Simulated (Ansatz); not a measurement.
# LaBi (model cell, started as NiAs type): phonons and vibrational spectra

How does LaBi (model cell, started as NiAs type) vibrate, and is this structure a minimum?

Program: Ansatz 0.2.0. Level of theory: DFT PBEsol, scalar-relativistic, plane waves, PAW. Results are calculated unless marked as measured.

This is a report of a sequence of runs, with most program output left out.

The structure was built from a prototype and need not be the compound's stable phase.

### Step 1. The structure

The structure is hexagonal, space group P6_3/mmc (No. 194). The conventional cell has a = 4.568 Å, b = 4.568 Å, c = 7.309 Å, α = 90.00°, β = 90.00°, γ = 120.00°. Nearest to La lie 6 Bi at 3.21 Å. Nearest to Bi lie 6 La at 3.21 Å. Farther neighbours are not listed.

### Step 2. Bringing the structure to rest

The cell and atoms are relaxed, since residual forces and stress would shift the frequencies.

The input, input.yaml:

```yaml
crystal:
  lattice:
    - [4.56805, 0.0, 0.0]
    - [-2.28403, 3.95605, 0.0]
    - [0.0, 0.0, 7.30888]
  atoms:
    - { symbol: La, position: [0.0, 0.0, 0.0] }
    - { symbol: La, position: [0.0, 0.0, 0.5] }
    - { symbol: Bi, position: [0.333333, 0.666667, 0.25] }
    - { symbol: Bi, position: [0.666667, 0.333333, 0.75] }
kpoints:
  mp_grid: { grid: [9, 9, 6] }
hamiltonian:
  xc: pbesol
scf:
  occupations: { method: gaussian, width: 0.1 }
output:
  forces: true
  stress: true
  eigenvalues: true
relax:
  adjacent_minimum: "off"
  f_tol: 0.005
  max_steps: 80
  cell: { stress_tol: 0.05 }
```

Started as:

```console
> ansatz run input.yaml --threads 4 --pin off --max-ram 7168MiB --backend cpu --events-out ev --progress --plain --runs-dir out
```

It took 53 s on 4 threads of Arm Neoverse V2, shared host; peak memory 0.59 GiB; 2 min of CPU time.

The steps of the relaxation:

| step | energy less that of the first step (eV) | largest force component (eV/Å) | pressure (GPa) | volume (Å³) |
| --- | --- | --- | --- | --- |
| 1 | 0.0000 | 0.0000 | 6.61 | 132.08 |
| 2 | -0.3494 | 0.0000 | 1.16 | 143.77 |
| 3 | -0.4316 | 0.0000 | 0.14 | 145.67 |
| 4 | -0.4320 | 0.0000 | 0.01 | 145.94 |
| 5* | -0.4348 | 0.0000 | 0.05 | 145.94 |
| 6 | -0.4348 | 0.0000 | 0.00 | 146.04 |
| 7* | -0.4348 | 0.0000 | 0.00 | 146.04 |

Relaxation steps marked * repeat the geometry before them on a plane-wave basis chosen anew for their cell, so energy and pressure can jump there.

The run keeps the 24 symmetry operations that it works with, so distortions that break them were not tested.

| conventional cell, symmetrised | before | after | change |
| --- | --- | --- | --- |
| a (Å) | 4.568 | 4.575 | +0.1 % |
| b (Å) | 4.568 | 4.575 | +0.1 % |
| c (Å) | 7.309 | 8.058 | +10.3 % |
| volume (Å³/atom) | 33.02 | 36.51 | +10.6 % |

Final coordinates:

```cif
data_structure
_symmetry_space_group_name_H-M 'P 1'
_symmetry_Int_Tables_number 1
_cell_length_a 4.5747
_cell_length_b 4.5747
_cell_length_c 8.0581
_cell_angle_alpha 90.000
_cell_angle_beta 90.000
_cell_angle_gamma 120.000
_cell_volume 146.04
loop_
_atom_site_label
_atom_site_type_symbol
_atom_site_fract_x
_atom_site_fract_y
_atom_site_fract_z
_atom_site_occupancy
La1 La 0.00000 0.00000 0.00000 1
La2 La 0.00000 0.00000 0.50000 1
Bi3 Bi 0.33333 0.66667 0.25000 1
Bi4 Bi 0.66667 0.33333 0.75000 1
```

This step gave:

```
pressure          : 0.002165 GPa
volume per atom   : 36.51 Å³
gap on the k-mesh : 0 eV
```

In this step the volume went from 33.02 to 36.51 Å³/atom.

### Step 3. Bringing the structure to rest

The relaxation is repeated from its end on the same settings, as a check that it has come to rest.

input.yaml, the sections that differ from step 2:

```yaml
crystal:
  lattice:
    - [4.574673627, 2.8909e-06, 0.0]
    - [-2.2873393171, 3.9617821295, 0.0]
    - [0.0, 0.0, 8.0581060837]
  atoms:
    - { symbol: La, position: [0.0, 0.0, 0.0] }
    - { symbol: La, position: [0.0, 0.0, 0.5] }
    - { symbol: Bi, position: [0.3333333333, 0.6666666667, 0.25] }
    - { symbol: Bi, position: [0.6666666667, 0.3333333333, 0.75] }
# kpoints, hamiltonian, scf, output, relax: as in step 2
```

Run time: 16 s. Hardware: 4 threads; peak memory 0.59 GiB; 37 s of CPU time.

Little changed from the start: no atom moved by 0.005 Å and no cell edge by 0.1 %.

In this step the volume went from 36.51 to 36.51 Å³/atom.

### Step 4. Relaxing to small forces for the phonons

Phonons need a cell at rest on their own settings, so the relaxation is repeated with tight tolerances on forces and stress, using the mesh and the filling of the phonon run that follows.

input.yaml, the sections that differ from step 3:

```yaml
kpoints:
  mp_grid: { grid: [10, 10, 6] }
scf:
  occupations: { method: methfessel_paxton, width: 0.15 }
relax:
  adjacent_minimum: "off"
  f_tol: 0.001
  max_steps: 60
  cell: { stress_tol: 0.01 }
# crystal, hamiltonian, output: as in step 3
```

The job ended after 20 s (4 threads; peak memory 0.6 GiB).

Little changed from the start: no atom moved by 0.005 Å and no cell edge by 0.1 %.

This step gave:

```
pressure : 0.004533 GPa
```

The forces vanish by symmetry and the pressure is 0.005 GPa, within the tolerances set. The cell now holds 36.51 Å³/atom.

### Step 5. Response at finite wavevector

The mesh has a single point along some directions, so zone-edge points there are not solved. Linear response on a 2×2×1 q mesh gives force constants as far as a supercell of that size would.

input.yaml, the sections that differ from step 4:

```yaml
output:
  eigenvalues: true
phonons:
  method: dfpt
  qmesh: [2, 2, 1]
  temperatures: { t_max: 1000, t_step: 50 }
  qpath:
    path:
      - [[0.0, 0.0, 0.0], [0.5, 0.0, 0.0], [0.33333333, 0.33333333, 0.0], [0.0, 0.0, 0.0], [0.0, 0.0, 0.5], [0.5, 0.0, 0.5], [0.33333333, 0.33333333, 0.5], [0.0, 0.0, 0.5]]
      - [[0.5, 0.0, 0.5], [0.5, 0.0, 0.0]]
      - [[0.33333333, 0.33333333, 0.5], [0.33333333, 0.33333333, 0.0]]
    npoints: 10
# crystal, kpoints, hamiltonian, scf: as in step 4
# relax: removed
```

Elapsed: 9.3 min, on 4 threads; peak memory 3.7 GiB.

This step gave:

| Quantity | Value |
| --- | --- |
| sum-rule residual before enforcement | 2.91e-5 eV/Å² |
| point group | 6/mmm |
| highest optical mode at the zone centre (no LO-TO term) | 137.8 cm⁻¹ |
| lowest optical zone-centre mode | 64.96 cm⁻¹ |
| lowest mode on the q mesh (acoustic modes at Γ apart) | 34.9 cm⁻¹ |
| highest frequency at a solved wavevector (no LO-TO term at Γ) | 137.8 cm⁻¹ |

Frequencies (cm⁻¹) solved at each irreducible wavevector; negative means imaginary. Frequencies by wavevector, by row:

| q in reciprocal lattice units | star | mode 1 | mode 2 | mode 3 | mode 4 | mode 10 | mode 11 | mode 12 |
| --- | --- | --- | --- | --- | --- | --- | --- | --- |
| 0 0 0 | 1 | 0 | 0 | 0 | 65 | 91.2 | 111.3 | 137.8 |
| 0 -0.5 0 | 3 | 34.9 | 48.3 | 51.4 | 70.5 | 114.5 | 122.1 | 127 |

Symmetry leaves 2 wavevectors to solve. The lowest mode among them, the acoustic zeros apart, lies at q = (0, -0.5, 0) and is real, 34.9 cm⁻¹.

### Step 6. Summary of results

| Property | Result |
| --- | --- |
| space group after relaxation (within 0.01 Å) | P6_3/mmc |
| volume per atom | 36.5 Å³ |
| electronic character | no gap on this mesh |
| highest optical mode at the zone centre (no LO-TO term) | 138 cm⁻¹ |
| lowest optical zone-centre mode | 65.0 cm⁻¹ |
| lowest mode on the q mesh (acoustic modes at Γ apart) | 34.9 cm⁻¹ |
| imaginary modes on the 2×2×1 q mesh | none |

The structure is a minimum as far as tested: no mode is imaginary at the 2 irreducible wavevectors of the 2×2×1 mesh, and the softest away from the acoustic zeros lies at 35 cm⁻¹. The optical modes at Γ span 65 to 138 cm⁻¹. The q mesh is too sparse to interpolate, so only the solved wavevectors are given. With no gap, or one that is small against the smearing, the frequencies hang on the k mesh and the smearing, most of all near Kohn anomalies. Spin-orbit coupling is left out, which can matter for the heavy elements here. A phonon run warned that its eigensolver left some bands unconverged in a pass. The starting cell was built on a prototype and not taken from a measurement, so the phase need not exist. These are harmonic frequencies at zero temperature: anharmonic shifts, linewidths and thermal expansion are left out.

[Logs are printed without paths, hosts, clocks, repeated set-up lines and the standing remarks that a program may print on its own settings, such as how far it seeks lower states.]

[Hosts, paths, dates, database ids (printed as entryN), source tags and the programs' standing remarks are cut or masked in the printed files.]
